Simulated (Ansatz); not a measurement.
# (AlN)1(SiC)3 [0001] superlattice, started as wurtzite: relaxing the cell for a phonon run

Task: relax (AlN)1(SiC)3 [0001] superlattice, started as wurtzite tightly.

Calculated with Ansatz 0.2.0; DFT PBEsol, scalar-relativistic, plane waves, PAW.

The structure was built from a prototype and need not be the compound's stable phase.

**1. Set-up**

The structure is trigonal, space group P3m1 (No. 156). Conventional cell: a = 3.087 Å, b = 3.087 Å, c = 10.065 Å, α = 90.00°, β = 90.00°, γ = 120.00°. Nearest to Al lie 1 N at 1.89 Å and 3 C at 1.89 Å. C has 4 Si at 1.89 Å nearest. Nearest to C lie 4 Si at 1.89 Å. Nearest to C lie 1 Si at 1.89 Å and 3 Al at 1.89 Å. N has 1 Al at 1.89 Å and 3 Si at 1.89 Å nearest. Nearest to Si lie 1 C at 1.89 Å and 3 N at 1.89 Å. Farther neighbours and most contacts between anions are not listed.

Structure file:

```
Al C N Si
1.0
     3.08750    0.00000    0.00000
    -1.54375    2.67385    0.00000
     0.00000    0.00000   10.06500
Al C N Si
1 3 1 3
Cartesian
  0.0000 1.7826 0.0000
  1.5438 0.8913 4.4034
  0.0000 1.7826 6.9197
  1.5438 0.8913 9.4359
  0.0000 1.7826 1.8872
  1.5438 0.8913 2.5162
  0.0000 1.7826 5.0325
  1.5438 0.8913 7.5488
```

**2. Probe on a coarse mesh**

First a cheap look: the gap decides the mesh and the occupations, the pressure tells how far the cell has to move.

Contents of input.yaml:

```yaml
crystal:
  lattice:
    - [3.0875, 0.0, 0.0]
    - [-1.54375, 2.67385, 0.0]
    - [0.0, 0.0, 10.065]
  atoms:
    - { symbol: Al, position: [0.333333, 0.666667, 0.0] }
    - { symbol: C, position: [0.666667, 0.333333, 0.4375] }
    - { symbol: C, position: [0.333333, 0.666667, 0.6875] }
    - { symbol: C, position: [0.666667, 0.333333, 0.9375] }
    - { symbol: "N", position: [0.333333, 0.666667, 0.1875] }
    - { symbol: Si, position: [0.666667, 0.333333, 0.25] }
    - { symbol: Si, position: [0.333333, 0.666667, 0.5] }
    - { symbol: Si, position: [0.666667, 0.333333, 0.75] }
kpoints:
  mp_grid: { grid: [6, 6, 2] }
hamiltonian:
  xc: pbesol
scf:
  occupations: { method: gaussian, width: 0.1 }
output:
  forces: true
  stress: true
  eigenvalues: true
```

Command:

```console
$ ansatz run input.yaml --threads 8 --pin off --max-ram 14336MiB --backend cpu --events-out ev --progress --plain --runs-dir out
```

Numbers of over 12 decimals in the logs are rounded to 6 here.

Output:

```text
[...]
k-point 0: bands = [... 12 lower, 8.9714, 8.9714, 10.6161, 11.1064, 11.1064, 14.0269, 14.8219, 14.8219, ... 4 higher]
  k-point 1: bands = [... 12 lower, 8.9731, 8.9731, 10.9536, 11.1082, 11.1082, 14.0634, 14.7876, 14.7876, ... 4 higher]
  k-point 2: bands = [... 12 lower, 8.4857, 8.5243, 9.6064, 10.7943, 11.7278, 13.5576, 14.0932, 15.3942, ... 4 higher]
  k-point 13: bands = [... 12 lower, 6.0303, 6.7782, 7.6050, 7.7018, 11.6401, 13.4855, 14.7291, 14.8906, ... 4 higher]
[key lines of the parts left out:]
SCF converged after 9 iterations
Free energy (F): -3509.327271 eV
Fermi energy:    10.813082 eV
P = ⅓ Tr σ = 2.4638 GPa (24.638 kbar)
```

It took 0.29 s on 8 threads of AMD EPYC 9R45, shared host; peak memory 0.45 GiB; 1.5 s of CPU time.

Numbers from this step:

| Property | Result |
| --- | --- |
| pressure | 2.464 GPa |
| volume per atom | 10.39 Å³ |
| gap on the k-mesh | 0 eV |

The coarse mesh shows no gap and a pressure of 2.5 GPa.

**3. Rough relaxation**

The start is far from rest, so a relaxation with loose tolerances brings it close first.

Edit input.yaml of step 2 so:

```diff
@@ -15,3 +15,3 @@
 kpoints:
-  mp_grid: { grid: [6, 6, 2] }
+  mp_grid: { grid: [9, 9, 2] }
 hamiltonian:
@@ -24 +24,6 @@
   eigenvalues: true
+relax:
+  adjacent_minimum: "off"
+  f_tol: 0.05
+  max_steps: 80
+  cell: { stress_tol: 0.5 }
```

Output:

```text
[...]
Crystal: 8 atoms, lattice volume = 83.092 Å³
Basis set: ecut = 420 eV, 1605 PW (Γ), exchange–correlation on 48×48×144 points (8 copies of the dense FFT grid, shifted against one another)
Bands: 24, of which v1, the nominal top of the filled ones, is band 16 counted from 1 (15 counted from 0)
Symmetry: 6 space group operations
[...]
atoms:
    - { symbol: Al, position: [0.333333, 0.666667, -0.011921] }
    - { symbol: C, position: [0.666667, 0.333333, 0.435019] }
    - { symbol: C, position: [0.333333, 0.666667, 0.686046] }
    - { symbol: C, position: [0.666667, 0.333333, 0.934858] }
    - { symbol: N, position: [0.333333, 0.666667, 0.196558] }
    - { symbol: Si, position: [0.666667, 0.333333, 0.252699] }
    - { symbol: Si, position: [0.333333, 0.666667, 0.502646] }
    - { symbol: Si, position: [0.666667, 0.333333, 0.754095] }
[key lines of the parts left out:]
SCF converged after 6 iterations
Free energy (F): -3509.628358 eV
Fermi energy:    10.380245 eV
P = ⅓ Tr σ = 0.1325 GPa (1.325 kbar)
```

It took 1.9 s on 8 threads; peak memory 0.54 GiB.

Relaxation path:

| step | energy less that of the first step (eV) | largest force component (eV/Å) | pressure (GPa) | volume (Å³) |
| --- | --- | --- | --- | --- |
| 1 | 0.0000 | 2.4194 | 2.27 | 83.09 |
| 2 | -0.1939 | 1.4204 | 0.75 | 83.56 |
| 3 | -0.2977 | 0.4264 | 0.68 | 83.74 |
| 4 | -0.3057 | 0.1835 | -0.17 | 84.21 |
| 5 | -0.3089 | 0.0483 | 0.09 | 84.12 |
| 6* | -0.3115 | 0.0485 | 0.13 | 84.12 |

Relaxation steps marked * repeat the geometry before them on a plane-wave basis chosen anew for their cell, so energy and pressure can jump there.

The run keeps the 6 symmetry operations that it works with, so distortions that break them were not tested.

| conventional cell, symmetrised | before | after | change |
| --- | --- | --- | --- |
| a (Å) | 3.087 | 3.104 | +0.5 % |
| b (Å) | 3.087 | 3.104 | +0.5 % |
| c (Å) | 10.065 | 10.082 | +0.2 % |
| volume (Å³/atom) | 10.39 | 10.52 | +1.2 % |

The atoms that moved most (Å, as changes of fractional coordinates times the final cell):

| atom | dx | dy | dz | length |
| --- | --- | --- | --- | --- |
| Al1 | 0.000 | 0.000 | -0.120 | 0.120 |
| N5 | 0.000 | 0.000 | 0.091 | 0.091 |
| Si8 | 0.000 | 0.000 | 0.041 | 0.041 |
| Si6 | 0.000 | 0.000 | 0.027 | 0.027 |
| Si7 | 0.000 | 0.000 | 0.027 | 0.027 |
| C4 | 0.000 | 0.000 | -0.027 | 0.027 |
| C2 | 0.000 | 0.000 | -0.025 | 0.025 |
| C3 | 0.000 | 0.000 | -0.015 | 0.015 |

This step gave:

| Item | Value |
| --- | --- |
| pressure | 0.1325 GPa |
| volume per atom | 10.52 Å³ |

In this step the volume went from 10.39 to 10.52 Å³/atom.

**4. Bringing the structure to rest**

Harmonic phonons are second derivatives at a point where the forces vanish, and they are wanted at zero stress, so atoms and cell are relaxed first.

Contents of input.yaml:

```yaml
crystal:
  lattice:
    - [3.103996553, 0.0, 0.0]
    - [-1.5519982765, 2.6881398682, 0.0]
    - [0.0, 0.0, 10.0816146557]
  atoms:
    - { symbol: Al, position: [0.3333333333, 0.6666666667, -0.0119209058] }
    - { symbol: C, position: [0.6666666667, 0.3333333333, 0.4350194506] }
    - { symbol: C, position: [0.3333333333, 0.6666666667, 0.6860461267] }
    - { symbol: C, position: [0.6666666667, 0.3333333333, 0.9348575759] }
    - { symbol: "N", position: [0.3333333333, 0.6666666667, 0.1965581962] }
    - { symbol: Si, position: [0.6666666667, 0.3333333333, 0.252699216] }
    - { symbol: Si, position: [0.3333333333, 0.6666666667, 0.5026455411] }
    - { symbol: Si, position: [0.6666666667, 0.3333333333, 0.7540947992] }
kpoints:
  mp_grid: { grid: [15, 15, 4] }
hamiltonian:
  xc: pbesol
scf:
  occupations: { method: gaussian, width: 0.1 }
output:
  forces: true
  stress: true
  eigenvalues: true
  write_density: true
  write_potential: true
  elf: true
  volumetric_format: npy
relax:
  adjacent_minimum: "off"
  f_tol: 0.005
  max_steps: 80
  cell: { stress_tol: 0.05 }
```

Output:

```text
[...]
Crystal: 8 atoms, lattice volume = 84.121 Å³
Basis set: ecut = 420 eV, 1653 PW (Γ), exchange–correlation on 48×48×144 points (8 copies of the dense FFT grid, shifted against one another)
Bands: 24, of which v1, the nominal top of the filled ones, is band 16 counted from 1 (15 counted from 0)
Symmetry: 6 space group operations
[...]
k-points: 100 of 900 (time reversal used)
[...]
SCF iter   1: F=—  HF=-3509.694273 eV  |F-HF|=—  |Δ(HF+E_count)|=         —  Δρ=1.19e-2  dr2=5.14e-1  ethr=1.77e-3  ⟨swp⟩=6.4  Hψ=13771  notcnv=0  defer=33
[...]
SCF iter   9: F=-3509.618137 eV  HF=-3509.618137 eV  |F-HF|=2.05e-9  |Δ(HF+E_count)|=   2.47e-9  Δρ=2.58e-6  dr2=4.96e-9  ethr=1.46e-10  ⟨swp⟩=6.0  Hψ=13355  notcnv=0
SCF 1 converged in 9 iterations: F = -3509.618137 eV  dr2 = 4.96e-9
[...]
relax step   1: F+E_penalty+E_count = -3509.61813734 eV  Δ(F+E_penalty+E_count) = +0.000e0 eV  max|allowed force component| = 1.045e-1 eV/Å  Δτ_max = 0.0000 Å  P = +0.101 GPa  Ω = 84.121 Å³  (9 SCF iters, dr2 threshold 1.00e-7 eV, accepted)
Crystal: 8 atoms, lattice volume = 84.152 Å³
[...]
SCF iter   6: F=-3509.618658 eV  HF=-3509.618658 eV  |F-HF|=1.54e-9  |Δ(HF+E_count)|=   2.23e-9  Δρ=9.89e-7  dr2=1.97e-9  ethr=2.08e-11  ⟨swp⟩=5.6  Hψ=12834  notcnv=0
SCF 2 converged in 6 iterations: F = -3509.618658 eV  dr2 = 1.97e-9
relax step   2: F+E_penalty+E_count = -3509.61865815 eV  Δ(F+E_penalty+E_count) = -5.208e-4 eV  max|allowed force component| = 6.676e-2 eV/Å  Δτ_max = 0.0029 Å  P = +0.021 GPa  Ω = 84.152 Å³  energy of the carried Pulay correction = -6.816e-5 eV  (6 SCF iters, dr2 threshold 6.82e-7 eV, accepted)
Crystal: 8 atoms, lattice volume = 84.171 Å³
[...]
SCF iter   6: F=-3509.618933 eV  HF=-3509.618933 eV  |F-HF|=2.49e-9  |Δ(HF+E_count)|=   1.65e-9  Δρ=1.66e-6  dr2=3.72e-9  ethr=6.15e-11  ⟨swp⟩=6.0  Hψ=13395  notcnv=0
SCF 3 converged in 6 iterations: F = -3509.618933 eV  dr2 = 3.72e-9
relax step   3: F+E_penalty+E_count = -3509.61893324 eV  Δ(F+E_penalty+E_count) = -2.751e-4 eV  max|allowed force component| = 1.495e-2 eV/Å  Δτ_max = 0.0056 Å  P = -0.003 GPa  Ω = 84.171 Å³  energy of the carried Pulay correction = -1.077e-4 eV  (6 SCF iters, dr2 threshold 2.79e-7 eV, accepted)
[...]
relax step   4: F+E_penalty+E_count = -3509.61891673 eV  Δ(F+E_penalty+E_count) = +1.650e-5 eV  max|allowed force component| = 5.686e-3 eV/Å  Δτ_max = 0.0014 Å  P = -0.008 GPa  Ω = 84.181 Å³  energy of the carried Pulay correction = -1.310e-4 eV  (6 SCF iters, dr2 threshold 1.40e-8 eV, accepted)
[...]
relax step   5: F+E_penalty+E_count = -3509.61894017 eV  Δ(F+E_penalty+E_count) = -2.343e-5 eV  max|allowed force component| = 2.393e-3 eV/Å  Δτ_max = 0.0004 Å  P = +0.003 GPa  Ω = 84.173 Å³  energy of the carried Pulay correction = -1.133e-4 eV  (6 SCF iters, accepted)
[...]
SCF iter   6: F=-3509.619001 eV  HF=-3509.619001 eV  |F-HF|=1.96e-11  |Δ(HF+E_count)|=  2.91e-11  Δρ=1.54e-7  dr2=2.53e-11  ethr=1.00e-12  ⟨swp⟩=6.6  Hψ=10386  notcnv=0
SCF 6 converged in 6 iterations: F = -3509.619001 eV  dr2 = 2.53e-11
relax step   6: F+E_penalty+E_count = -3509.61900063 eV  Δ(F+E_penalty+E_count) = -6.046e-5 eV  max|allowed force component| = 2.413e-3 eV/Å  Δτ_max = 0.0000 Å  P = +0.005 GPa  Ω = 84.173 Å³  stress off target by 1.32e-2 GPa  SCF on the basis re-selected at this cell (its energy is not comparable with the rows above)  (6 SCF iters)
[...]
SCF converged after 6 iterations
Free energy (F): -3509.619001 eV
[...]
Internal energy: -3509.613181 eV  (E = F + TS)
E sigma→0 (E₀):  -3509.616091 eV
Entropy (-TS):   -0.005820 eV (-0.727 meV/atom)
Fermi energy:    10.384169 eV
[...]
--- Forces (eV/Å), atoms counted from 1 ---
  atom   1  Al     0.00000000    -0.00000000    -0.00026545
  atom   2  C      0.00000000     0.00000000    -0.00074343
  atom   3  C     -0.00000000    -0.00000000     0.00029741
  atom   4  C      0.00000000    -0.00000000    -0.00042452
  atom   5  N      0.00000000    -0.00000000    -0.00135858
  atom   6  Si     0.00000000     0.00000000     0.00241453
  atom   7  Si     0.00000000    -0.00000000    -0.00037932
  atom   8  Si     0.00000000     0.00000000     0.00047067
  max |Σ_I F_I| component: 1.13e-5 eV/Å
--- Stress (GPa, compression-positive) ---
        0.013224       0.000000      -0.000000
        0.000000       0.013224      -0.000000
       -0.000000      -0.000000      -0.011432
  P = ⅓ Tr σ = 0.0050 GPa (0.050 kbar)
--- Band table (eV; the first three rows and the last of 100) ---
  k-point 0: bands = [... 12 lower, 8.9528, 8.9528, 10.3958, 10.5173, 10.5173, 13.8801, 14.5488, 14.5488, ... 4 higher]
  k-point 1: bands = [... 12 lower, 8.9544, 8.9544, 10.5181, 10.5181, 10.5380, 13.8952, 14.5328, 14.5328, ... 4 higher]
  k-point 2: bands = [... 12 lower, 8.9556, 8.9556, 10.5187, 10.5187, 10.6540, 13.9078, 14.5171, 14.5171, ... 4 higher]
  k-point 99: bands = [... 12 lower, 5.8823, 6.4158, 7.2824, 7.4037, 11.7943, 13.3328, 14.6086, 15.0148, ... 4 higher]
--- Relaxed structure (5 steps of the walk, 5 accepted, 1 SCFs on fresh bases) ---
[...]
cell:  # Å, volume = 84.1732 Å³
    - [3.106425, 1.7971748500518874e-19, 0]
    - [-1.553212, 2.690243, 0]
    - [0, 0, 10.072140]
  atoms:
    - { symbol: Al, position: [0.333333, 0.666667, -0.012813] }
    - { symbol: C, position: [0.666667, 0.333333, 0.434912] }
    - { symbol: C, position: [0.333333, 0.666667, 0.686267] }
    - { symbol: C, position: [0.666667, 0.333333, 0.935164] }
    - { symbol: N, position: [0.333333, 0.666667, 0.196751] }
    - { symbol: Si, position: [0.666667, 0.333333, 0.252400] }
    - { symbol: Si, position: [0.333333, 0.666667, 0.502764] }
    - { symbol: Si, position: [0.666667, 0.333333, 0.754554] }
```

It took 5.5 s on 8 threads; peak memory 0.64 GiB; 40 s of CPU time.

Step by step:

| step | energy less that of the first step (eV) | largest force component (eV/Å) | pressure (GPa) | volume (Å³) |
| --- | --- | --- | --- | --- |
| 1 | 0.0000 | 0.1045 | 0.10 | 84.12 |
| 2 | -0.0005 | 0.0668 | 0.02 | 84.15 |
| 3 | -0.0008 | 0.0149 | 0.00 | 84.17 |
| 4 | -0.0008 | 0.0057 | -0.01 | 84.18 |
| 5 | -0.0008 | 0.0024 | 0.00 | 84.17 |
| 6* | -0.0009 | 0.0024 | 0.01 | 84.17 |

Relaxation steps marked * repeat the geometry before them on a plane-wave basis chosen anew for their cell, so energy and pressure can jump there.

Forces are held to the 6 operations that the run works with; a distortion that breaks them can't arise in this run.

| conventional cell, symmetrised | before | after | change |
| --- | --- | --- | --- |
| a (Å) | 3.104 | 3.106 | +0.1 % |
| b (Å) | 3.104 | 3.106 | +0.1 % |
| c (Å) | 10.082 | 10.072 | -0.1 % |
| volume (Å³/atom) | 10.52 | 10.52 | +0.1 % |

This step gave:

```yaml
pressure: 0.005006 GPa
```

ELF in the ac plane at fractional y = 0.667, with atoms of Al and C and N and Si within 0.2 Å of it. It is the smooth field of the valence electrons, not physical close to the nuclei.

Ten even steps from '0' (0.01) to '9' (0.91), each cell a mean:
```
8840000015888888
8752000136788778
6532101134566666
3211000012345554
3333323333333333
6777766777764335
8998534689985446
7886201478874335
5688877887642112
3579999987421001
3445566554432112
6642233125666556
8874212257887778
7765322457777677
5432111223455665
3110000001234554
2223344332233333
5678888887653234
7888534688864335
6788534688753224
3578999987521011
1246888753210001
3211222211233333
7520000003677777
```
Columns run along a (3.1 Å), rows up along c (10.1 Å). Atoms in or near the plane, at fractional coordinates: Al at (0.33, 0.99), C at (0.33, 0.69), N at (0.33, 0.20), Si at (0.33, 0.50).

Electrostatic potential energy in the ac plane at fractional y = 0.667, with atoms of Al and C and N and Si within 0.2 Å of it. With pseudopotentials it is smooth inside the atoms' cores, unlike the true potential.

Values in eV, 24 rows by 16 columns, each cell a mean:
```
  6  -1  -6  -3   3   6   6   2  -4  -5   1   7  10  10  10   9
  9   6   0  -4  -5  -4  -5  -5  -3   2   7   9  10  10  10  10
 12  11   9   7   5   3   4   5   7  10  11  12  12  11  12  12
 11  11  12  11  11  11  11  11  11  11  11  11  10  10  10  10
  7   9  11  11  11  11  11  11  11  10   9   6   4   3   4   5
  5   7   8   7   3   0   1   4   7   8   6   3   0  -2  -1   2
  6   6   0 -16 -36 -42 -41 -30 -10   3   6   5   3   1   2   4
  9   7  -4 -30 -51 -51 -51 -48 -21   1   8   9   8   8   8   9
 11   9   5  -4 -18 -26 -24 -13   0   7  10  11  12  12  12  12
 10   8   6   2  -2  -4  -4  -1   3   7   9  11  12  12  12  11
  7   2  -8 -22 -32 -37 -36 -29 -17  -4   4   8  10  11  11   9
  4  -5 -24 -41 -51 -51 -51 -49 -36 -17  -1   5   9  10  10   8
  5  -1 -16 -33 -44 -48 -47 -41 -28 -11   1   6   8   8   8   7
  8   6   1  -5 -12 -16 -15 -10  -3   3   6   8   8   8   8   8
 10  10   9   8   6   6   6   7   8   9  10  10  10   9   9  10
  9  10  10  10  10  10  10  10  10  10  10   9   8   8   8   9
  5   7   9  10  10  10  10  10   9   8   7   4   2   1   2   3
  2   5   5   1  -6 -11 -10  -4   3   5   4   0  -3  -5  -4  -1
  3   4  -5 -26 -44 -48 -47 -40 -19  -1   4   2   0  -2  -1   1
  7   6  -5 -27 -45 -48 -48 -41 -20   0   6   6   6   5   5   6
 10   9   7   0  -9 -14 -13  -6   3   8  10  10  10  10  10  10
 11   9   8   6   4   3   3   5   7   8  10  11  11  12  11  11
  9   5  -1  -5  -6  -6  -6  -6  -4   1   6  10  11  12  12  11
  6  -1  -7  -4   1   4   4   0  -6  -6   1   8  11  12  12  10
```
Columns run along a (3.1 Å; values clipped at the 3rd and 97th percentile), rows up along c (10.1 Å). Atoms in or near the plane, at fractional coordinates: Al at (0.33, 0.99), C at (0.33, 0.69), N at (0.33, 0.20), Si at (0.33, 0.50).

Valence density in the ac plane at fractional y = 0.667, with atoms of Al and C and N and Si within 0.2 Å of it. It is the smooth field of the valence electrons, not physical close to the nuclei.

Ten even steps from '_' (0.1 e/Å³) to '@' (3.5 e/Å³), each cell a mean:
```
..____________________..........
..____________________..........
________________________________
________________________________
________________________________
__..................____________
....::--========--::....________
....::--========--::..__________
__....::--====--::..____________
____....::::::....______________
__________....__________________
________________________________
......____________..............
..__________________............
________________________________
________________________________
________________________________
__....::--------::....__________
....--++%%@@@@##==::..__________
__..--++%%@@@@##==::..__________
____..::--====--::..____________
________......__________________
________________________________
________________________________
```
Columns run along a (3.1 Å), rows up along c (10.1 Å). Atoms in or near the plane, at fractional coordinates: Al at (0.33, 0.99), C at (0.33, 0.69), N at (0.33, 0.20), Si at (0.33, 0.50).

In this step the volume went from 10.52 to 10.52 Å³/atom.

[end of part 1 of 2]

[Logs are printed without paths, hosts, clocks, repeated set-up lines and the standing remarks that a program may print on its own settings, such as how far it seeks lower states.]

[Hosts, paths, dates, database ids (printed as entryN), source tags and the programs' standing remarks are cut or masked in the printed files.]
